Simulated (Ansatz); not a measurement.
# CsSrF3 (Pm-3m): a soft mode frozen in, part 3 of 3

Which phase does CsSrF3 (Pm-3m) fall into along its unstable mode, and how much energy does it gain?

Ansatz 0.2.0; DFT PBEsol, scalar-relativistic, plane waves, PAW; PAW set soft_1.

So far. Step 5 (Energy along the mode, all amplitudes (two of the runs …): The lowest of the steps tried is at 0.45 Å, 4.77 meV/atom below the parent; the bottom of the well need not coincide with a step. Step 7 (The new phase in its own primitive cell): The largest force component left is 0.52 meV/Å and the pressure is 0.000 GPa, within the tolerances set. The cell now holds 21.00 Å³/atom. The relaxed cell has a, b, c = 6.654, 9.399, 6.715 Å (conventional setting).

## 8. Modes of the new phase

A relaxed structure may still be a saddle point, so its zone-centre modes are computed. The response to a homogeneous field gives the Born charges and the dielectric tensor.

Contents of input.yaml:

```yaml
crystal:
  lattice:
    - [-3.3270205245, 4.6993081021, 3.357666818]
    - [3.3270205245, -4.6993081021, 3.357666818]
    - [3.3270205245, 4.6993081021, -3.357666818]
  atoms:
    - { symbol: Cs, position: [0.2564128206, 0.0064128206, 0.25] }
    - { symbol: Cs, position: [0.7435871794, 0.9935871794, 0.75] }
    - { symbol: Sr, position: [0.0, 0.5, 0.5] }
    - { symbol: Sr, position: [0.5, 0.5, 0.0] }
    - { symbol: F, position: [0.7148105582, 0.0, 0.2148105582] }
    - { symbol: F, position: [0.2851894418, 0.0, 0.7851894418] }
    - { symbol: F, position: [0.7148105582, 0.5, 0.7148105582] }
    - { symbol: F, position: [0.2851894418, 0.5, 0.2851894418] }
    - { symbol: F, position: [0.1863289802, 0.4363289802, 0.75] }
    - { symbol: F, position: [0.8136710198, 0.5636710198, 0.25] }
kpoints:
  mp_grid: { grid: [6, 6, 6] }
hamiltonian:
  xc: pbesol
  pseudopotentials: { kind: paw, azcp: { folder: soft_1 }, xc_functional: pbe }
scf:
  occupations: { method: fixed }
output:
  eigenvalues: true
phonons:
  method: dfpt
  dielectric: true
  rigid_motions: translations
```

The run is started by

```bash
$ ansatz run input.yaml --threads 4 --pin off --max-ram 10240MiB --backend cpu --events-out ev --progress --plain --runs-dir out
```

Numbers of over 12 decimals in the logs are rounded to 6 here.

The log of the run:

```text
[...]
Crystal: 10 atoms, lattice volume = 209.984 Å³
Basis set: ecut = 420 eV, 4075 PW (Γ), exchange–correlation on 96×96×96 points (8 copies of the dense FFT grid, shifted against one another)
Bands: 50, of which v1, the nominal top of the filled ones, is band 40 counted from 1 (39 counted from 0)
Symmetry: 8 space group operations
k-points: 112 of 216 (irreducible under 1 space group operation, time reversal used)
[...]
SCF iter   1: F=—  HF=-22988.718201 eV  |F-HF|=—  |Δ(HF+E_count)|=         —  Δρ=1.67e-1  dr2=4.97e1  ethr=3.10e-3  ⟨swp⟩=8.8  Hψ=30930  notcnv=0  defer=726
[...]
SCF iter  12: F=-22976.438023 eV  HF=-22976.438023 eV  |F-HF|=7.28e-12  |Δ(HF+E_count)|=  2.69e-10  Δρ=6.21e-8  dr2=1.18e-11  ethr=1.00e-12  ⟨swp⟩=20.7  Hψ=46226  notcnv=0
SCF 1 converged in 12 iterations: F = -22976.438023 eV  dr2 = 1.18e-11
[...]
NSCF: frozen V_eff on 5 k-points
DFPT response loops at Γ: preconditioner auto → none (the input reference at scf.mixing.eps_inf says where Resta's filter doesn't serve); β = 0.50; Broyden in place of MSR1
SCF converged after 12 iterations
Free energy (F): -22976.438023 eV
[...]
Internal energy: -22976.438023 eV  (E = F + TS)
E sigma→0 (E₀):  -22976.438023 eV
Fermi energy:    2.259453 eV
[...]
--- Band table (eV; the first three rows and the last of 112) ---
  k-point 0: bands = [... 36 lower, 2.1576, 2.2053, 2.2184, 2.2213, 8.6753, 10.1269, 10.3654, 10.8585, ... 6 higher]
  k-point 1: bands = [... 36 lower, 2.1425, 2.1478, 2.1906, 2.1969, 8.9766, 10.3034, 10.5251, 10.8353, ... 6 higher]
  k-point 2: bands = [... 36 lower, 2.0763, 2.1115, 2.1509, 2.1733, 9.7211, 10.7543, 10.8641, 10.9481, ... 6 higher]
  k-point 111: bands = [... 36 lower, 2.1833, 2.2011, 2.2084, 2.2098, 10.4933, 10.4991, 10.8110, 11.1561, ... 6 higher]
--- Phonons (Γ-DFPT): 12 representative perturbations + reference, on 112 of 216 k-points (Σ response iterations 47) ---
  k mesh reduced under 1 symmetry operation, with k and −k counted as one. Each operation leaves every solved perturbation unchanged. A smaller set is not considered because the run solves the response to a homogeneous field
  ASR residual: 3.149e-5 → 0.000e0 eV/Å²; symmetrization residual: 1.455e-5 eV/Å²
  ASR residual per site (eV/Å²): 9.42e-6 9.42e-6 3.15e-5 3.15e-5 2.24e-5 2.24e-5 2.24e-5 2.24e-5 2.71e-5 2.71e-5
  Γ frequencies (cm⁻¹): 0.00 0.00 0.00 19.64 41.16 43.76 52.54 56.12 60.47 63.71 74.38 79.88 92.93 100.37 119.80 122.94 126.52 136.56 157.18 157.34 173.05 178.41 183.11 183.51 318.44 321.62 324.34 324.73 327.24 416.11
  ε∞ (high-frequency dielectric tensor):
        2.297931     0.000000    -0.000000
       -0.000000     2.296889     0.000000
       -0.000000     0.000000     2.315399
  ε⁰ (static dielectric tensor: ions relaxed, cell fixed):
       18.884691     0.000000     0.000000
        0.000000    11.408087    -0.000000
        0.000000    -0.000000     9.652563
  ε⁰ − ε∞ (ionic part):
       16.586761     0.000000     0.000000
        0.000000     9.111198    -0.000000
        0.000000    -0.000000     7.337165
  softest optical mode at Γ: 19.64 cm⁻¹; the repairs (sum rule, projections) moved no ω² at Γ by more than (2.58 cm⁻¹)²
  Born effective charges Z* (e; rows j = field, columns β = displacement):
    site 0:
         1.29098   -0.00000   -0.00000
         0.00000    1.26177   -0.00000
        -0.00000   -0.00000    1.37215
    site 1:
         1.29098   -0.00000   -0.00000
         0.00000    1.26177   -0.00000
        -0.00000   -0.00000    1.37215
    site 2:
         2.43692   -0.00000   -0.00000
        -0.00000    2.47388    0.02112
        -0.00000    0.05403    2.47677
    site 3:
         2.43692    0.00000   -0.00000
         0.00000    2.47388   -0.02112
        -0.00000   -0.05403    2.47677
    site 4:
        -1.35916   -0.00000   -0.29140
        -0.00000   -1.04554    0.00000
        -0.29238    0.00000   -1.36698
    site 5:
        -1.35916   -0.00000   -0.29140
        -0.00000   -1.04554    0.00000
        -0.29238    0.00000   -1.36698
    site 6:
        -1.35916   -0.00000    0.29140
        -0.00000   -1.04554    0.00000
         0.29238    0.00000   -1.36698
    site 7:
        -1.35916   -0.00000    0.29140
        -0.00000   -1.04554    0.00000
         0.29238    0.00000   -1.36698
    site 8:
        -1.00958    0.00000    0.00000
         0.00000   -1.64457   -0.00000
         0.00000   -0.00000   -1.11495
    site 9:
        -1.00958    0.00000    0.00000
         0.00000   -1.64457   -0.00000
         0.00000   -0.00000   -1.11495
  Z* charge neutrality: 7.751e-5 e pre-enforcement
  k-mesh period / interband length: 40.0 Å / 1.03 Å = 38.77 at k = (0.0000, 0.0000, 0.0000), direct gap 6.454 eV — 14 or more, which is no proof of convergence
  optical modes at Γ without the LO–TO term, one row a degenerate level:
      ω (cm⁻¹)  modes    IR ((D/Å)²/amu)
         19.64      1             0.0000
[...]
optical modes at Γ + LO–TO along q̂ = [1.0000, 0.0000, 0.0000]:
      ω (cm⁻¹)  modes    IR ((D/Å)²/amu)
[...]
optical modes at Γ + LO–TO along q̂ = [0.0000, 1.0000, 0.0000]:
      ω (cm⁻¹)  modes    IR ((D/Å)²/amu)
[...]
optical modes at Γ + LO–TO along q̂ = [0.0000, 0.0000, 1.0000]:
      ω (cm⁻¹)  modes    IR ((D/Å)²/amu)
[...]
157.34      1             0.0000
        170.99      1             0.4709
        173.05      1             0.0000
        178.41      1             0.0000
        183.51      1             0.7892
        210.15      1             2.4602
        318.44      1             8.1014
        321.62      1             8.2649
        324.34      1             0.0000
        327.24      1             0.0000
        392.32      1            13.3509
        416.11      1             0.0000
```

Elapsed: 13 min, on 4 threads of Arm Neoverse V1, shared host; peak memory 4.7 GiB.

This step gave:

* sum-rule residual before enforcement: 3.15e-5 eV/Å²
* miss of the charge sum rule: 7.75e-5 e
* point group: mmm
* highest optical mode at the zone centre (no LO-TO term): 416.1 cm⁻¹
* lowest optical zone-centre mode: 19.64 cm⁻¹
* mean high-frequency dielectric constant: 2.303
* largest Born charge (third of the trace): 2.463 e
* mean static dielectric constant: 13.32
* top of the zone-centre spectrum with the field: 416.1 cm⁻¹

Without the LO-TO term. Patterns of degenerate modes are one choice out of their space. Modes at Γ, with each element's share of the kinetic energy:

```
mode  frequency (cm⁻¹)  symmetry  Cs %  Sr %  F %
   1               0.0  acoustic    48    32   21
   2               0.0  acoustic    48    32   21
   3               0.0  acoustic    48    32   21
   4              19.6       B2g    30     0   70
   5              41.2       B1g     0     0  100
   6              43.8       B3u    37    10   52
   7              52.5       B3g    99     0    1
   8              56.1       B2g    68     0   32
   9              60.5        Ag    94     0    6
  10              63.7       B2u    51    20   29
  11              74.4       B1u    50    24   26
  12              79.9       B3u    12     5   83
  13              92.9        Au     0     3   97
  14             100.4        Ag     5     0   95
  15             119.8       B1u     2     8   90
  16             122.9       B3u     3    38   58
  17             126.5       B2u     1    40   59
  18             136.6       B1u     0    36   64
  19             157.2       B2g     3     0   97
  20             157.3       B3g     1     0   99
  21             173.1        Ag     0     0  100
  22             178.4        Au     0    97    3
  23             183.1       B1u     0    87   13
  24             183.5       B2u     0    94    6
  25             318.4       B2u     0    14   86
  26             321.6       B3u     0    14   86
  27             324.3       B3g     0     0  100
  28             324.7       B1u     0    14   86
  29             327.2       B1g     0     0  100
  30             416.1       B3g     0     0  100
```

Displacements in mode 4 (19.6 cm⁻¹), the largest set to 1:
```
Cs1 -0.30  0.00  0.00
Cs2  0.30  0.00  0.00
Sr3  0.00  0.00  0.00
Sr4  0.00  0.00  0.00
F5   0.00  0.48  0.00
F6   0.00 -0.48  0.00
F7   0.00 -0.48  0.00
F8   0.00  0.48  0.00
F9   1.00  0.00  0.00
F10 -1.00  0.00  0.00
```

Displacements in mode 30 (416.1 cm⁻¹), the largest set to 1:
```
Cs1  0.00  0.00  0.00
Cs2  0.00  0.00  0.00
Sr3  0.00  0.00  0.00
Sr4  0.00  0.00  0.00
F5  -0.75  0.00 -0.74
F6   0.75  0.00  0.74
F7   0.75  0.00 -0.74
F8  -0.75  0.00  0.74
F9   0.00  1.00  0.00
F10  0.00 -1.00  0.00
```

Optical modes at the zone centre, without and with the macroscopic field of the longitudinal modes; each column is sorted by frequency, so a row need not hold one and the same mode. Modes with and without the field, by row:

```
rank among optical modes  no field (cm⁻¹)  q along (1, 0, 0) (cm⁻¹)  q along (0, 1, 0) (cm⁻¹)  q along (0, 0, 1) (cm⁻¹)
                       1             19.6                      19.6                      19.6                      19.6
                       2             41.2                      41.2                      41.2                      41.2
                       3             43.8                      52.5                      43.8                      43.8
                       4             52.5                      56.1                      52.5                      52.5
                       5             56.1                      60.5                      56.1                      56.1
                       6             60.5                      63.7                      60.5                      60.5
                       7             63.7                      65.7                      74.4                      63.7
                       8             74.4                      74.4                      79.9                      79.9
                       9             79.9                      85.3                      80.4                      86.7
                      10             92.9                      92.9                      92.9                      92.9
                      11            100.4                     100.4                     100.4                     100.4
                      12            119.8                     119.8                     119.8                     120.8
                      13            122.9                     126.5                     122.9                     122.9
                      14            126.5                     136.6                     136.6                     126.5
                      15            136.6                     157.2                     157.2                     157.2
                      16            157.2                     157.3                     157.3                     157.3
                      17            157.3                     173.1                     167.5                       171
                      18            173.1                     178.4                     173.1                     173.1
                      19            178.4                     182.1                     178.4                     178.4
                      20            183.1                     183.1                     183.1                     183.5
                      21            183.5                     183.5                     201.7                     210.2
                      22            318.4                     318.4                     321.6                     318.4
                      23            321.6                     324.3                     324.3                     321.6
                      24            324.3                     324.7                     324.7                     324.3
                      25            324.7                     327.2                     327.2                     327.2
                      26            327.2                     388.5                     386.2                     392.3
                      27            416.1                     416.1                     416.1                     416.1
```

Born charge (rows field, columns displacement) (e), principal values of the symmetric part by kind of site:

```
atom  atoms with these values    low  middle   high   mean
 Cs1                        2   1.26    1.29   1.37   1.31
 Sr3                        2   2.44    2.44   2.51   2.46
  F5                        4  -1.66   -1.07  -1.05  -1.26
  F9                        2  -1.64   -1.11  -1.01  -1.26
```

In full for Sr3:

```
2.44 0.00 0.00
0.00 2.47 0.02
0.00 0.05 2.48
```

High-frequency dielectric tensor:

```
2.30 0.00 0.00
0.00 2.30 0.00
0.00 0.00 2.32
```

Static dielectric tensor (ions relaxed, fixed cell):

```
18.88  0.00  0.00
 0.00 11.41  0.00
 0.00  0.00  9.65
```

Transverse modes. Infrared lines, with heights relative to the strongest:

```
position (cm⁻¹)  lines merged  relative intensity
             20             1                 0.0
             41             1                 0.0
             44             1                  27
             52             1                 0.0
             56             1                 0.0
             60             1                 0.0
             64             1                  24
             74             1                  21
             80             1                 5.2
             93             1                 0.0
            100             1                 0.0
            120             1                 4.4
            123             1                  56
            126             1                  57
            137             1                  62
            157             2                 0.0
            173             1                 0.0
            178             1                 0.0
            183             1                  13
            184             1                  10
            318             1                  98
            322             1                 100
            324             1                 0.0
            325             1                  98
            327             1                 0.0
            416             1                 0.0
```

Before it was imposed, the acoustic sum rule was missed by 3.1e-5 eV/Å² and the charge sum rule by 7.8e-5 e. Small misses are needed for a sound result but don't prove that mesh and cutoff are converged. The lowest optical mode is real, 19.6 cm⁻¹.

## 9. What came out

* unstable mode of the parent: q = (-0.5, -0.5, -0.5), 66i cm⁻¹
* depth at the lowest point sampled: 4.77 meV/atom
* largest atomic shift at that point: 0.45 Å
* space group reached (within 0.01 Å): Imma
* energy gained over the parent (first relaxation, on the mesh of the frozen mode): 6.12 meV/atom
* volume per atom, phase reached: 21.0 Å³
* gap on the k-mesh, phase reached: 6.42 eV
* lowest optical zone-centre mode, phase reached: 19.6 cm⁻¹
* highest optical mode at the zone centre (no LO-TO term), phase reached: 416 cm⁻¹

What this shows: Along this mode the structure falls into Imma, 6.12 meV/atom below the parent. At the parent's cell the well is 4.766 meV/atom deep on the steps tried, with its lowest point at a shift of 0.45 Å. Relaxing atoms and cell changes the gain by +1.35 meV/atom against the lowest step (energies at zero smearing). The new phase has no imaginary mode at the zone centre of its cell; other wavevectors were not checked. Of the 4 patterns followed to their end from this parent, this one reaches the lowest energy. Another end point lies within 1 meV/atom; how such a difference moves with mesh and cutoff was not tested. Each path keeps the symmetry of its pattern, so a lower phase may lie along a pattern not tried. Spin-orbit coupling is left out, which can matter for the heavy elements here. The PAW files were made for PBE and serve the other functionals too.

[Logs are printed without paths, hosts, clocks, repeated set-up lines and the standing remarks that a program may print on its own settings, such as how far it seeks lower states.]

[Hosts, paths, dates, database ids (printed as entryN), source tags and the programs' standing remarks are cut or masked in the printed files.]
